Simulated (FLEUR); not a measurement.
# free Ni(001) film, 3 layers: anisotropy by force theorems

Wanted: anisotropy for free Ni(001) film, 3 layers, with the cost of each step.

Calculated with FLEUR MaX-R8.1; PBE; all-electron FLAPW film, Dirac cores, scalar-relativistic bands.

Most raw output is cut from this account.

## 1. The starting structure

The cell holds 3 atoms: 3 Ni. Its edges and angles: a = 2.492 Å, b = 2.492 Å, c = 17.524 Å, α = 90.0°, β = 90.0°, γ = 90.0°. Layers at typed spacings, unrelaxed. Vacuum lies along c.

As a file:

```xyz
3
Lattice="2.4917 0.0000 0.0000 0.0000 2.4917 0.0000 0.0000 0.0000 17.5238" Properties=species:S:1:pos:R:3
Ni    0.0000    0.0000    7.0000
Ni    1.2458    1.2458    8.7619
Ni    0.0000    0.0000   10.5238
```

## 2. The magnetic state

The force theorems are single passes in this state's potential, so it has to be converged first.

No symmetry is used, so that later steps may turn the spins freely; k and −k are joined. FLEUR takes the sheet as a true film: the images along c are dropped, heights are typed in bohr, and the vacuum on both sides is semi-infinite. inpgen writes inp.xml from crystal.txt; cutoffs, mixing, functional, smearing and local orbitals are then set in the file. The k list scf (kpts.xml, not shown) is a Γ-centred 12×12×1 mesh; where the ranks do not divide the number of points, some are split in two of half the weight.

inp.xml

```
<?xml version="1.0" encoding="UTF-8" standalone="no"?>
<fleurInput fleurInputVersion="0.39">
   <comment>
      Ni
   </comment>
   <calculationSetup>
      <cutoffs Kmax="3.66" Gmax="11.0" GmaxXC="11.0" numbands="0"/>
      <scfLoop itmax="150" minDistance="0.00002" maxIterBroyd="15" imix="Anderson" alpha="0.03" precondParam="0.0" spinf="2.0" sdNocoIR="T"/>
      <coreElectrons ctail="F" frcor="F" kcrel="0" coretail_lmax="0"/>
      <xcFunctional name="pbe" relativisticCorrections="F"/>
      <magnetism jspins="2" l_noco="F" l_ss="F">
         <qss>0.0 0.0 0.0</qss>
         <mtNocoParams l_mperp="F" l_mtNocoPot="F" l_relaxSQA="F" mag_mixing_scheme="0" mix_RelaxWeightOffD="1.0" l_constrained="F" mix_constr="1.0"/>
         <sourceFreeMag l_sourceFree="F" l_scaleMag="F" mag_scale="1.0"/>
      </magnetism>
      <soc l_soc="F" theta="0.0" phi="0.0" spav="F"/>
      <expertModes spex="0" secvar="F"/>
      <geometryOptimization l_f="F" forcealpha="1.0" forcemix="BFGS" epsdisp="0.00001" epsforce="0.00001"/>
      <ldaU l_linMix="F" mixParam="0.05" spinf="1.0"/>
   </calculationSetup>
   <cell>
      <bzIntegration valenceElectrons="54.0" mode="hist" fermiSmearingEnergy="0.00183747">
         <kPointListSelection listName="scf"/>
         <xi:include xmlns:xi="http://www.w3.org/2001/XInclude" href="kpts.xml"> </xi:include>
      </bzIntegration>
      <xi:include xmlns:xi="http://www.w3.org/2001/XInclude" href="sym.xml"> </xi:include>
      <filmLattice scale="1.0" dVac="11.94" dTilda="14.44">
         <bravaisMatrixFilm>
            <row-1>    4.7086305846658192     0.0000000000000000</row-1>
            <row-2>    0.0000000000000000     4.7086305846658192</row-2>
         </bravaisMatrixFilm>
         <vacuumEnergyParameters vacuum="1" spinUp="-.25" spinDown="-.25"/>
         <vacuumEnergyParameters vacuum="2" spinUp="-.25" spinDown="-.25"/>
      </filmLattice>
   </cell>
   <atomSpecies>
      <species name="Nickel (Ni1.000" element="Ni" atomicNumber="28">
         <mtSphere radius="2.24" gridPoints="741" logIncrement="0.016"/>
         <atomicCutoffs lmax="8" lnonsphr="6"/>
         <electronConfig flipSpins="F">
            <coreConfig>(1s1/2) (2s1/2) (2p1/2) (2p3/2)</coreConfig>
            <valenceConfig>(3s1/2) (3p1/2) (3p3/2) (4s1/2) (3d3/2) (3d5/2)</valenceConfig>
            <stateOccupation state="(3d3/2)" spinUp="1.6" spinDown="1.6"/>
            <stateOccupation state="(3d5/2)" spinUp="2.9" spinDown="1.9"/>
         </electronConfig>
         <energyParameters s="4" p="4" d="3" f="4"/>
         <lo type="SCLO" l="0" n="3" eDeriv="0"/>
         <lo type="SCLO" l="1" n="3" eDeriv="0"/>
      </species>
   </atomSpecies>
   <atomGroups>
      <atomGroup species="Nickel (Ni1.000">
         <filmPos label="                   1">.0000000000 .0000000000 -3.3294998105</filmPos>
         <force calculate="T" relaxXYZ="TTT"/>
         <nocoParams  alpha="0.0" beta="0.0"/>
      </atomGroup>
      <atomGroup species="Nickel (Ni1.000">
         <filmPos label="                   2">1.000/2.000 1.000/2.000 .0000000000</filmPos>
         <force calculate="T" relaxXYZ="TTT"/>
         <nocoParams  alpha="0.0" beta="0.0"/>
      </atomGroup>
      <atomGroup species="Nickel (Ni1.000">
         <filmPos label="                   3">.0000000000 .0000000000 3.3294998105</filmPos>
         <force calculate="T" relaxXYZ="TTT"/>
         <nocoParams  alpha="0.0" beta="0.0"/>
      </atomGroup>
   </atomGroups>
   <output dos="F" band="F" slice="F">
      <bandDOS minEnergy="-.5*Htr" maxEnergy="0.5*Htr" sigma="0.015" storeEVData="T"/>
      <plotting iplot="0" polar="F">
         <plot TwoD="T" vec1="  1.0  0.0  0.0" vec2="  0.0  1.0  0.0" vec3="  0.0  0.0  1.0" zero="  0.0  0.0 -0.5" file="plot"/>
      </plotting>
      <moessbauerParams electricFieldGradient="F" isomerShift="F" coreHyperfine="F" valenceHyperfine="F"/>
   </output>
</fleurInput>
```

crystal.txt

```
Ni
&input film=T cartesian=F /
2.49170000000  0.00000000000  0.00000000000
0.00000000000  2.49170000000  0.00000000000
0.00000000000  0.00000000000  1.00000000000
1.8897261246
1.0 1.0 1.0

3
28 0.00000000000  0.00000000000  -3.32949981046 : 1.000
28 0.50000000000  0.50000000000  0.00000000000 : 1.000
28 0.00000000000  0.00000000000  3.32949981046 : 1.000

&kpt div1=12 div2=12 div3=1 gamma=T /
```

Run with:

```bash
$ OMP_NUM_THREADS=1 inpgen -f crystal.txt -nosym -noco > inpgen.log  # inp.xml is then edited as shown
$ OMP_NUM_THREADS=1 mpirun -n 4 fleur_MPI > fleur.log
```

Wall time 3.7 min (4 MPI ranks of Arm Neoverse N1, shared host); peak memory 0.77 GiB; 15 min of CPU time.

Spin moment in the muffin-tin sphere by atom:

```tsv
atom	spin moment in the muffin-tin sphere (μB)
Ni1	0.777
Ni2	0.699
Ni3	0.777
```

Read from the output:

- free energy: -124150.0079 eV
- magnetization: 2.152 μB
- final state: ferromagnetic

After 36 cycles the largest moment stands at 0.777 μB.

## 3. Energy against the direction of the moments, rung 1

Anisotropy is a small difference, so it is taken from sums over occupied states at a frozen potential, where most errors cancel.

One pass with spin–orbit coupling for each direction, from the saved density. Inversion lets half of the mesh serve, which the program's warning doesn't know. The k list mae (kpts.xml, not shown) is a Γ-centred 20×20×1 mesh.

Edit inp.xml of step 2 so:

```diff
@@ -6,4 +6,4 @@
    <calculationSetup>
-      <cutoffs Kmax="3.66" Gmax="11.0" GmaxXC="11.0" numbands="0"/>
-      <scfLoop itmax="150" minDistance="0.00002" maxIterBroyd="15" imix="Anderson" alpha="0.03" precondParam="0.0" spinf="2.0" sdNocoIR="T"/>
+      <cutoffs Kmax="3.66" Gmax="11.0" GmaxXC="11.0" numbands="102"/>
+      <scfLoop itmax="1" minDistance="0.00002" maxIterBroyd="15" imix="Anderson" alpha="0.03" precondParam="0.0" spinf="2.0" sdNocoIR="T"/>
       <coreElectrons ctail="F" frcor="F" kcrel="0" coretail_lmax="0"/>
@@ -15,3 +15,3 @@
       </magnetism>
-      <soc l_soc="F" theta="0.0" phi="0.0" spav="F"/>
+      <soc l_soc="T" theta="0.0" phi="0.0" spav="F"/>
       <expertModes spex="0" secvar="F"/>
@@ -22,3 +22,3 @@
       <bzIntegration valenceElectrons="54.0" mode="hist" fermiSmearingEnergy="0.00183747">
-         <kPointListSelection listName="scf"/>
+         <kPointListSelection listName="mae"/>
          <xi:include xmlns:xi="http://www.w3.org/2001/XInclude" href="kpts.xml"> </xi:include>
@@ -74,2 +74,5 @@
    </output>
+   <forceTheorem>
+      <MAE theta="0.0 1.5707963 1.5707963" phi="0.0 0.0 1.5707963"/>
+   </forceTheorem>
 </fleurInput>
```

Run with:

```bash
$ OMP_NUM_THREADS=1 mpirun -n 4 fleur_MPI -warn_only > fleur.log
```

It took 61 s on 4 MPI ranks; peak memory 0.78 GiB.

Anisotropy energies, by row:

```tsv
axis	x	y	z	band energy less the first axis' (meV a cell)
z	0	0	1	0
x	1	0	0	-0.7713
y	0	1	0	-0.7713
```

Shape anisotropy is not in these numbers.

## 4. Anisotropy by the force theorem, rung 2

A second rung shows how far the first can be trusted.

The k list mae (kpts.xml, not shown) is a Γ-centred 30×30×1 mesh.

inp.xml is that of step 3.

The job ended after 2.2 min (4 MPI ranks; peak memory 1.2 GiB; 8.8 min of CPU time).

Anisotropy energies, by row:

```tsv
axis	x	y	z	band energy less the first axis' (meV a cell)
z	0	0	1	0
x	1	0	0	-0.7756
y	0	1	0	-0.7756
```

## 5. Spin–orbit coupling, moments along z

Spin–orbit coupling ties the spins to the lattice and lets orbital moments form.

A new self-consistent run of the start ferro +++, with the moments along z. The k list default-1 (kpts.xml, not shown) is a Γ-centred 30×30×1 mesh.

Edit inp.xml of step 2 so:

```diff
@@ -6,12 +6,8 @@
    <calculationSetup>
-      <cutoffs Kmax="3.66" Gmax="11.0" GmaxXC="11.0" numbands="0"/>
+      <cutoffs Kmax="3.66" Gmax="11.0" GmaxXC="11.0" numbands="114"/>
       <scfLoop itmax="150" minDistance="0.00002" maxIterBroyd="15" imix="Anderson" alpha="0.03" precondParam="0.0" spinf="2.0" sdNocoIR="T"/>
-      <coreElectrons ctail="F" frcor="F" kcrel="0" coretail_lmax="0"/>
+      <coreElectrons ctail="T" frcor="F" kcrel="0" coretail_lmax="0"/>
       <xcFunctional name="pbe" relativisticCorrections="F"/>
-      <magnetism jspins="2" l_noco="F" l_ss="F">
-         <qss>0.0 0.0 0.0</qss>
-         <mtNocoParams l_mperp="F" l_mtNocoPot="F" l_relaxSQA="F" mag_mixing_scheme="0" mix_RelaxWeightOffD="1.0" l_constrained="F" mix_constr="1.0"/>
-         <sourceFreeMag l_sourceFree="F" l_scaleMag="F" mag_scale="1.0"/>
-      </magnetism>
-      <soc l_soc="F" theta="0.0" phi="0.0" spav="F"/>
+      <magnetism jspins="2"/>
+      <soc l_soc="T" theta="0.0" phi="0.0" spav="F"/>
       <expertModes spex="0" secvar="F"/>
@@ -22,3 +18,3 @@
       <bzIntegration valenceElectrons="54.0" mode="hist" fermiSmearingEnergy="0.00183747">
-         <kPointListSelection listName="scf"/>
+         <kPointListSelection listName="default-1"/>
          <xi:include xmlns:xi="http://www.w3.org/2001/XInclude" href="kpts.xml"> </xi:include>
@@ -32,3 +28,2 @@
          <vacuumEnergyParameters vacuum="1" spinUp="-.25" spinDown="-.25"/>
-         <vacuumEnergyParameters vacuum="2" spinUp="-.25" spinDown="-.25"/>
       </filmLattice>
@@ -53,4 +48,4 @@
          <filmPos label="                   1">.0000000000 .0000000000 -3.3294998105</filmPos>
+         <filmPos label="                   3">.0000000000 .0000000000 3.3294998105</filmPos>
          <force calculate="T" relaxXYZ="TTT"/>
-         <nocoParams  alpha="0.0" beta="0.0"/>
       </atomGroup>
@@ -59,8 +54,2 @@
          <force calculate="T" relaxXYZ="TTT"/>
-         <nocoParams  alpha="0.0" beta="0.0"/>
-      </atomGroup>
-      <atomGroup species="Nickel (Ni1.000">
-         <filmPos label="                   3">.0000000000 .0000000000 3.3294998105</filmPos>
-         <force calculate="T" relaxXYZ="TTT"/>
-         <nocoParams  alpha="0.0" beta="0.0"/>
       </atomGroup>
```

Edit crystal.txt of step 2 so:

```diff
@@ -13,2 +13,3 @@
 
-&kpt div1=12 div2=12 div3=1 gamma=T /
+&soc 0.0000000 0.0000000 /
+&kpt div1=30 div2=30 div3=1 gamma=T /
```

Run with:

```bash
$ OMP_NUM_THREADS=1 inpgen -f crystal.txt > inpgen.log  # inp.xml is then edited as shown
$ OMP_NUM_THREADS=1 mpirun -n 4 fleur_MPI > fleur.log
```

It took 15 min on 4 MPI ranks; peak memory 0.76 GiB; 59 min of CPU time.

Spin moment in the muffin-tin sphere by atom:

```tsv
atom	spin moment in the muffin-tin sphere (μB)
Ni1	0.761
Ni2	0.684
Ni3	0.761
```

Read from the output:

* free energy: -124150.0859 eV
* program's band gap on this mesh (in a metal only a level spacing): 0 eV
* magnetization: 2.097 μB
* final state: ferromagnetic
* orbital moment along the spin: 0.06612 μB

Orbital moment in the sphere, along the spin axis by atom:

```tsv
atom	orbital moment in the sphere, along the spin axis (μB)
Ni1	0.0661
Ni2	0.0624
Ni3	0.0661
```

## 6. Outcome

```json
{
  "reference state": "ferromagnetic",
  "largest sphere moment": "0.777 μB",
  "easy direction of those tried": "the plane normal to z",
  "energy along x less z, force theorem": "-0.776 meV a primitive cell",
  "orbital moment on the atom of largest spin, along its spin (spin–orbit run)": "0.0661 μB"
}
```

**Reading.** By the force theorem the moments prefer the plane normal to z, with no direction in it resolved; shape anisotropy is not in it, and in a film it favours the plane. The difference for the second direction goes from -0.77 meV (mesh 20×20×1, 102 states, 4.1 min of CPU time) to -0.78 meV (mesh 30×30×1, 102 states, 8.8 min). The orbital moment is parallel to the spin, as Hund's third rule has it for a shell over half filled. The state was typed, and no other order was converged beside it, so it need not be the ground state.

[Logs and program files are shortened in this print: banners, set-up blocks, solver, clock and traceback lines can be left out without a mark of their own.]

[Logs are printed without paths, hosts, clocks, repeated set-up lines and the standing remarks that a program may print on its own settings, such as how far it seeks lower states.]

[Hosts, paths, dates, database ids (printed as entryN), source tags and the programs' standing remarks are cut or masked in the printed files.]

[Where a cell is said to come from a database of computed structures, the database is the Materials Project.]
